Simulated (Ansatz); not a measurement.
# Phonon transport in PbSe (Clausthalite, Fm-3m), part 2 of 2

How well does the lattice of PbSe (Clausthalite) conduct heat?

Experimental results on record:
- thermal conductivity 2 W/m/K near room temperature (given in “Combining the AFLOW GIBBS and Elastic Libraries to efficiently and robustly screen thermo-mechanical properties of solids”, 2017, arXiv:1611.05714)
- thermal conductivity 2 W/m/K near room temperature (given in “Predicting the lattice thermal conductivity of solids by solving the Boltzmann transport equation: AFLOW - AAPL an automated, accurate and efficient framework”, 2017, arXiv:1611.05481)

Ansatz 0.2.0; DFT LDA, scalar-relativistic, plane waves, PAW; PAW set soft_1 (the session's first sound run).

So far. Step 2 (A first coarse run): The start is under -2.2 GPa at this level and looks like an insulator or semiconductor on this mesh. Step 4 (Tight relaxation): The residual pressure is -7.4e-5 GPa, small enough for phonons. The relaxed cell has a = 6.042 Å (conventional setting).

In doubt: the program warns that the response may not be converged on this k-mesh (step 6), which bears on dielectric and field responses.

### 5. A new level, relaxed again

The functional, the potentials or the cutoff change, so the crystal is relaxed again at the new setting.

This step: DFT LDA, spin-orbit coupling, plane waves, PAW; PAW set soft_1 (Ansatz 0.2.0).

Input file input.yaml:

```yaml
crystal:
  lattice:
    - [0.0, 3.0209074933, 3.0209074933]
    - [3.0209074933, 0.0, 3.0209074933]
    - [3.0209074933, 3.0209074933, 0.0]
  atoms:
    - { symbol: Pb, position: [0.0, 0.0, 0.0] }
    - { symbol: Se, position: [0.5, 0.5, 0.5] }
kpoints:
  mp_grid: { grid: [10, 10, 10] }
hamiltonian:
  xc: lda
  pseudopotentials: { kind: paw_fr, azcp: { folder: soft_1 }, xc_functional: pbe }
scf:
  occupations: { method: gaussian, width: 0.01 }
  lower_state_search: "off"
output:
  forces: true
  stress: true
  eigenvalues: true
magnetization:
  noncollinear: true
  spin_orbit: true
relax:
  adjacent_minimum: "off"
  f_tol: 0.001
  max_steps: 60
  cell: { stress_tol: 0.01 }
```

Command:

```console
$ ansatz run input.yaml --threads 18 --pin off --max-ram 92160MiB --backend cuda --events-out ev --progress --plain --runs-dir out --max-vram 78GiB
```

Numbers of over 12 decimals in the logs are rounded to 6 here.

Output:

```text
[...]
non-collinear run that drives no moment, with spin-orbit: no starting moment large enough to seed its density (crystal.atoms[].spin), no starting occupations that ask for one, no magnetisation constraint and no magnetic field, so the semilocal B_xc is pinned to zero
concurrent solve slots: 16 of 18 are kept, ahead of what memory takes: no pass of the eigensolver takes more rounds on 16
[...]
Crystal: 2 atoms, lattice volume = 55.137 Å³
Basis set: ecut = 420 eV, 1067 PW (Γ)
Bands: 38, of which v1, the nominal top of the filled ones, is band 30 counted from 1 (29 counted from 0)
Symmetry: 48 space group operations + 48 with time reversal
[...]
k-points: 47 of 1000
Projection manifold: j_resolved (fully-relativistic pseudo-atomic orbitals)
[...]
SCF iter   1: F=—  HF=-17025.442073 eV  |F-HF|=—  |Δ(HF+E_count)|=         —  Δρ=1.78e-2  dr2=2.38e-1  dr2_m=0.00e0 (ungated)  ethr=3.10e-3  |M|=0.00e0 ∫|m|=0.00e0 μB  |m|>n=0.0e0 m-floor=0.0e0 τ_xc=0.0e0  β_m=0.30  ⟨swp⟩=10.1  Hψ=4889  notcnv=0
[...]
SCF iter   2: F=—  HF=-17025.384440 eV  |F-HF|=—  |Δ(HF+E_count)|=   5.76e-2  Δρ=9.74e-3  dr2=4.69e-2  dr2_m=0.00e0 (ungated)  ethr=7.95e-4  |M|=0.00e0 ∫|m|=0.00e0 μB  |m|>n=0.0e0 m-floor=0.0e0 τ_xc=0.0e0  β_m=0.40  ⟨swp⟩=2.6  Hψ=1296  notcnv=0  defer=116
[...]
SCF iter   7: F=-17025.373297 eV  HF=-17025.373297 eV  |F-HF|=5.14e-9  |Δ(HF+E_count)|=   3.72e-8  Δρ=2.30e-6  dr2=2.25e-9  dr2_m=0.00e0 (ungated)  ethr=3.33e-10  |M|=0.00e0 ∫|m|=0.00e0 μB  |m|>n=0.0e0 m-floor=0.0e0 τ_xc=0.0e0  ⟨swp⟩=11.1  Hψ=4344  notcnv=0
SCF 1 converged in 7 iterations: F = -17025.373297 eV  dr2 = 2.25e-9
[...]
relax step   1: F+E_penalty+E_count = -17025.37329650 eV  Δ(F+E_penalty+E_count) = +0.000e0 eV  max|allowed force component| = 9.203e-31 eV/Å  Δτ_max = 0.0000 Å  P = -0.479 GPa  Ω = 55.137 Å³  (7 SCF iters, dr2 threshold 1.00e-7 eV, accepted)
[...]
Crystal: 2 atoms, lattice volume = 54.402 Å³
Projection manifold: j_resolved (fully-relativistic pseudo-atomic orbitals)
[...]
SCF 2 converged in 4 iterations: F = -17025.374029 eV  dr2 = 4.33e-8
relax step   2: F+E_penalty+E_count = -17025.37402900 eV  Δ(F+E_penalty+E_count) = -7.325e-4 eV  max|allowed force component| = 1.486e-29 eV/Å  Δτ_max = 0.0000 Å  P = +0.291 GPa  Ω = 54.402 Å³  energy of the carried Pulay correction = +2.785e-4 eV  (4 SCF iters, dr2 threshold 2.00e-7 eV, accepted)
[...]
SCF 3 converged in 4 iterations: F = -17025.374169 eV  dr2 = 5.69e-9
relax step   3: F+E_penalty+E_count = -17025.37416903 eV  Δ(F+E_penalty+E_count) = -1.400e-4 eV  max|allowed force component| = 2.025e-29 eV/Å  Δτ_max = 0.0000 Å  P = -0.005 GPa  Ω = 54.677 Å³  energy of the carried Pulay correction = +1.737e-4 eV  (4 SCF iters, dr2 threshold 2.00e-7 eV, accepted)
[...]
SCF 4 converged in 5 iterations: F = -17025.373998 eV  dr2 = 4.18e-13
relax step   4: F+E_penalty+E_count = -17025.37399833 eV  Δ(F+E_penalty+E_count) = +1.707e-4 eV  max|allowed force component| = 1.841e-29 eV/Å  Δτ_max = 0.0000 Å  P = -0.006 GPa  Ω = 54.677 Å³  stress off target by 5.57e-3 GPa  SCF on the basis re-selected at this cell (its energy is not comparable with the rows above)  (5 SCF iters)
[...]
SCF converged after 5 iterations
Magnetization: |M| = 0.0000 μB,  M = (+0.0000, +0.0000, +0.0000) μB
Absolute magnetization: 0.0000 μB (∫|m|)
  site 0: m = (+0.0000, +0.0000, +0.0000) μB, |m| = 0.0000 μB  (R = 1.24 Å)
  site 1: m = (+0.0000, +0.0000, +0.0000) μB, |m| = 0.0000 μB  (R = 1.24 Å)
Free energy (F): -17025.373998 eV
[...]
Internal energy: -17025.373998 eV  (E = F + TS)
E sigma→0 (E₀):  -17025.373998 eV
Fermi energy:    9.184632 eV
[...]
--- Stress (GPa, compression-positive) ---
       -0.005572       0.000000      -0.000000
       -0.000000      -0.005572       0.000000
       -0.000000       0.000000      -0.005572
  P = ⅓ Tr σ = -0.0056 GPa (-0.056 kbar)
--- Band table (eV; the first three rows and the last of 47) ---
  k-point 0: bands = [... 26 lower, 7.4664, 7.4664, 7.4664, 7.4664, 12.3966, 12.3966, 14.8194, 14.8194, ... 4 higher]
  k-point 1: bands = [... 26 lower, 7.4896, 7.4896, 7.6264, 7.6264, 12.0038, 12.0038, 13.9394, 13.9394, ... 4 higher]
  k-point 2: bands = [... 26 lower, 7.5591, 7.5591, 8.0244, 8.0244, 11.1641, 11.1641, 12.6794, 12.6794, ... 4 higher]
  k-point 46: bands = [... 26 lower, 5.0189, 5.0189, 8.0643, 8.0643, 11.3925, 11.3925, 13.8837, 13.8837, ... 4 higher]
--- Relaxed structure (3 steps of the walk, 3 accepted, 1 SCFs on fresh bases) ---
[...]
cell:  # Å, volume = 54.6773 Å³
    - [0, 3.012490, 3.012490]
    - [3.012490, 0, 3.012490]
    - [3.012490, 3.012490, 0]
  atoms:
    - { symbol: Pb, position: [0, 0, 0] }
    - { symbol: Se, position: [0.500000, 0.500000, 0.500000] }
```

Run time: 4.1 s. Hardware: 1 × NVIDIA GB200 with 18 threads of Arm Neoverse V2, shared host; peak memory 1.1 GiB.

Step by step:

```tsv
step	energy less that of the first step (eV)	largest force component (eV/Å)	pressure (GPa)	volume (Å³)
1	0.0000	0.0000	-0.48	55.14
2	-0.0007	0.0000	0.29	54.40
3	-0.0009	0.0000	0.00	54.68
4*	-0.0007	0.0000	-0.01	54.68
```

Relaxation steps marked * repeat the geometry before them on a plane-wave basis chosen anew for their cell, so energy and pressure can jump there.

Forces are held to the 48 operations that the run works with; a distortion that breaks them can't arise in this run.

```tsv
conventional cell, symmetrised	before	after	change
a (Å)	6.042	6.025	-0.3 %
b (Å)	6.042	6.025	-0.3 %
c (Å)	6.042	6.025	-0.3 %
volume (Å³/atom)	27.57	27.34	-0.8 %
```

The relaxed structure:

```cif
data_structure
_symmetry_space_group_name_H-M 'P 1'
_symmetry_Int_Tables_number 1
_cell_length_a 4.2603
_cell_length_b 4.2603
_cell_length_c 4.2603
_cell_angle_alpha 60.000
_cell_angle_beta 60.000
_cell_angle_gamma 60.000
_cell_volume 54.68
loop_
_atom_site_label
_atom_site_type_symbol
_atom_site_fract_x
_atom_site_fract_y
_atom_site_fract_z
_atom_site_occupancy
Pb1 Pb 0.00000 0.00000 0.00000 1
Se2 Se 0.50000 0.50000 0.50000 1
```

This step gave:

* pressure: -0.005572 GPa
* gap on the k-mesh: 0.4645 eV
* volume per atom: 27.34 Å³/atom

The residual pressure is -0.0056 GPa, small enough for phonons.

### 6. Third-order constants on small settings

A small supercell and a short cutoff cost little, and show how far such settings carry.

Input file input.yaml:

```yaml
crystal:
  lattice:
    - [0.0, 3.0124896887, 3.0124896887]
    - [3.0124896887, 0.0, 3.0124896887]
    - [3.0124896887, 3.0124896887, 0.0]
  atoms:
    - { symbol: Pb, position: [0.0, 0.0, 0.0] }
    - { symbol: Se, position: [0.5, 0.5, 0.5] }
kpoints:
  mp_grid: { grid: [12, 12, 12] }
hamiltonian:
  xc: lda
  pseudopotentials: { kind: paw_fr, azcp: { folder: soft_1 }, xc_functional: pbe }
scf:
  occupations: { method: fixed }
  lower_state_search: "off"
output:
  eigenvalues: true
magnetization:
  noncollinear: true
  spin_orbit: true
phonons:
  method: fd
  dielectric: true
  qmesh: [4, 4, 4]
  temperatures: { t_max: 1000, t_step: 50 }
  qpath:
    path:
      - [[0.0, 0.0, 0.0], [0.5, 0.0, 0.5], [0.5, 0.25, 0.75], [0.375, 0.375, 0.75], [0.0, 0.0, 0.0], [0.5, 0.5, 0.5], [0.625, 0.25, 0.625], [0.5, 0.25, 0.75], [0.5, 0.5, 0.5], [0.375, 0.375, 0.75]]
      - [[0.625, 0.25, 0.625], [0.5, 0.0, 0.5]]
    npoints: 10
  third_order: { supercell: [2, 2, 2], pair_cutoff: 3.162 }
  lattice_thermal_conductivity:
    qmesh: [17, 17, 17]
    temperatures: [100.0, 150.0, 200.0, 300.0, 400.0, 500.0, 600.0, 800.0]
    isotope_mass_variance:
      - { species: Pb, variance: 1.944e-05 }
      - { species: Se, variance: 0.0004628 }
```

Output:

```text
Warning: phonons.dielectric: true without phonons.rigid_motions: the static dielectric tensor ε⁰ will be withheld (ε∞, Z* and the rows of modes are given); for a crystal or a slab, whose only rigid motions are the translations, set phonons.rigid_motions: translations
[...]
Crystal: 8 atoms, lattice volume = 218.709 Å³
Basis set: ecut = 420 eV, 4287 PW (Γ), FFT grids on a1, a2, −a1+2a2+a3
Bands: 144, of which v1, the nominal top of the filled ones, is band 120 counted from 1 (119 counted from 0)
Symmetry: 16 space group operations + 16 with time reversal
k-points: 121 of 432
Projection manifold: j_resolved (fully-relativistic pseudo-atomic orbitals)
[...]
SCF iter   1: F=—  HF=-68101.493487 eV  |F-HF|=—  |Δ(HF+E_count)|=         —  Δρ=3.79e-8  dr2=1.56e-12  dr2_m=0.00e0 (ungated)  ethr=1.00e-12  |M|=0.00e0 ∫|m|=0.00e0 μB  |m|>n=0.0e0 m-floor=0.0e0 τ_xc=0.0e0  β_m=0.30  ⟨swp⟩=3.0  Hψ=21891  notcnv=0
[...]
spin=Noncollinear: Resta preconditioning applied to the charge; magnetization (m_x, m_y, m_z) channels mix plain (no charge-response kernel on spin).
SCF iter   2: F=-68101.493487 eV  HF=-68101.493487 eV  |F-HF|=1.46e-11  |Δ(HF+E_count)|=  1.46e-11  Δρ=2.78e-8  dr2=7.88e-13  dr2_m=0.00e0 (ungated)  ethr=1.00e-12  |M|=0.00e0 ∫|m|=0.00e0 μB  |m|>n=0.0e0 m-floor=0.0e0 τ_xc=0.0e0  ⟨swp⟩=2.6  Hψ=17043  notcnv=0
SCF 1 converged in 2 iterations: F = -68101.493487 eV  dr2 = 7.88e-13
[...]
Crystal: 2 atoms, lattice volume = 54.677 Å³
Basis set: ecut = 420 eV, 1067 PW (Γ), exchange–correlation on 60×60×60 points (8 copies of the dense FFT grid, shifted against one another)
Bands: 38, of which v1, the nominal top of the filled ones, is band 30 counted from 1 (29 counted from 0)
Symmetry: 48 space group operations + 48 with time reversal
k-points: 163 of 1728 (irreducible under 8 space group operations + 8 anti-unitary, time reversal used)
Projection manifold: j_resolved (fully-relativistic pseudo-atomic orbitals)
[...]
SCF 2 converged in 3 iterations: F = -17025.373373 eV  dr2 = 1.68e-11
[...]
symmetry images taken by strict's conditions (phonons.symmetry_images: auto; settled by no image being taken that strict refuses)
  supercell 3 (4 cells, vectors [1, 0, 0], [0, 1, -1], [0, 0, 4] in multiples of the cell's): 4 displaced members by 0.0025 Å; free energy -68101.493487 eV; taken off its force constants: by the sum rule 3.5e-4, by the symmetrisation 1.8e-4 eV/Å²; Γ matrix within 6.1e-5 eV/Å² of supercell 1's
[...]
q = [0.0000, 0.0000, 0.0000] (star 1, supercell 1; hermiticity 3.31e-17, symmetrization 5.60e-6): -0.00 0.00 0.00 49.19 49.19 49.19
[...]
joined force constants: q→R imaginary residual 7.92e-17
  density of states and harmonic sums: on the 20×20×20 q-mesh, interpolated from the force constants of a 4×4×4 supercell (with the dipole–dipole term)
  largest difference from the sums on the solved wave vectors: F 1.11e-2 eV, S 1.51e-5 and C_V 4.00e-6 eV/K
  zero-point energy: 0.031404 eV/cell   skipped modes (ω ≤ 0): 3   left out of the sums: 6.25e-5 of the cell's modes: C_V's classical limit lies that fraction below 3 k_B per atom; for a crystal, a wire or a layer, F and S can be off by more, and a phonons.interpolated_qmesh denser along its periods is the remedy for the sampling
--- Third-order force constants: 22 member SCFs in a 2×2×2 supercell (pair cutoff 3.162 Å, amplitude 0.03 Å, SCF threshold 1.00e-9 eV, Σ member SCF iterations 172) ---
[...]
38 force-constant blocks with the first atom in the home cell, fitted with 6 parameters over 4 symmetry orbits; no atom triplet left out
  sum-rule residual: 4.010e-1 → 8.882e-16 eV/Å³; symmetrization residual: 6.276e-3 eV/Å³; largest sum-rule correction relative to its orbit: 7.960e-2, on the orbit of the block of home site 0 with site 1 of cell (-1, -1, 0) and site 0 of cell (0, 0, 0), whose norm before the correction was 6.725e0 eV/Å³
--- Lattice thermal conductivity: 17×17×17 mesh (165 irreducible points), tetrahedron method ---
  three-phonon and isotope scattering only; four-phonon, boundary and, in a metal, phonon-electron scattering are left out
  each conductivity is what the modes' populations carry and what the coherences between them add
  conductivity (a third of the tensor's trace), W/(m K), in the relaxation-time approximation and from the full solution:
       T (K)   relaxation time   full solution  iterations             ending  least Ritz value
      100.00           14.9621         16.0741           7          converged          6.421e-1
      150.00            9.7672         10.5440           7          converged          6.365e-1
      200.00            7.2968          7.8935           7          converged          6.338e-1
      300.00            4.8791          5.2864           7          converged          6.314e-1
      400.00            3.6845          3.9936           7          converged          6.302e-1
      500.00            2.9716          3.2206           7          converged          6.295e-1
      600.00            2.4979          2.7063           7          converged          6.290e-1
      800.00            1.9073          2.0644           7          converged          6.285e-1
```

It took 6 min on 1 × NVIDIA GB200 with 18 threads; peak memory 12 GiB; 77 min of CPU time.

Numbers from this step:

* Γ frequencies: 0, 0, 0, 49.19, 49.19, 49.19 cm⁻¹ (negative: imaginary)
* lowest frequency on the path: 0 cm⁻¹
* zero-point energy: 0.03140 eV/cell
* point group: m-3m
* highest frequency: 151.7 cm⁻¹
* Debye temperature from the second moment: 170 K
* κ at 300 K (relaxation time): 4.879 W/m/K
* κ at 300 K (full solution): 5.286 W/m/K
* dipole term: run
* mean free path at half of κ: 58.7 nm
* share of κ above the three lowest branches: 0.164
* third-order blocks: 38
* periodic aliases dropped: 0
* largest relative sum-rule correction: 0.07960
* displaced cells, third order: 22

W/m/K. Kappa, by row:

```tsv
T (K)	RTA xx	RTA yy	RTA zz	full xx	full yy	full zz	coherence part xx	coherence part yy	coherence part zz	ending	iterations	least Ritz value
100	14.96	14.96	14.96	16.07	16.07	16.07	0.03363	0.03363	0.03363	converged	7	0.642
150	9.767	9.767	9.767	10.54	10.54	10.54	0.04486	0.04486	0.04486	converged	7	0.636
200	7.297	7.297	7.297	7.894	7.894	7.894	0.0537	0.0537	0.0537	converged	7	0.634
300	4.879	4.879	4.879	5.286	5.286	5.286	0.06768	0.06768	0.06768	converged	7	0.631
400	3.684	3.684	3.684	3.994	3.994	3.994	0.07851	0.07851	0.07851	converged	7	0.63
500	2.972	2.972	2.972	3.221	3.221	3.221	0.0871	0.0871	0.0871	converged	7	0.629
600	2.498	2.498	2.498	2.706	2.706	2.706	0.09396	0.09396	0.09396	converged	7	0.629
800	1.907	1.907	1.907	2.064	2.064	2.064	0.1038	0.1038	0.1038	converged	7	0.628
```

This rung gives 4.88 W/(m K) at 300 K by relaxation time, but with 16 atoms, 1 neighbour distance inside the cutoff and a 17×17×17 mesh it is a test, not the conductivity of the crystal.

### 7. What came out

| Quantity | Value |
| --- | --- |
| conductivity | not obtained on sound settings |

In words: No conductivity was obtained: no run with a large enough supercell and cutoff finished.

[Logs are printed without paths, hosts, clocks, repeated set-up lines and the standing remarks that a program may print on its own settings, such as how far it seeks lower states.]

[Hosts, paths, dates, database ids (printed as entryN), source tags and the programs' standing remarks are cut or masked in the printed files.]

[A step with changed settings may run another functional than the one named; its input shows which.]
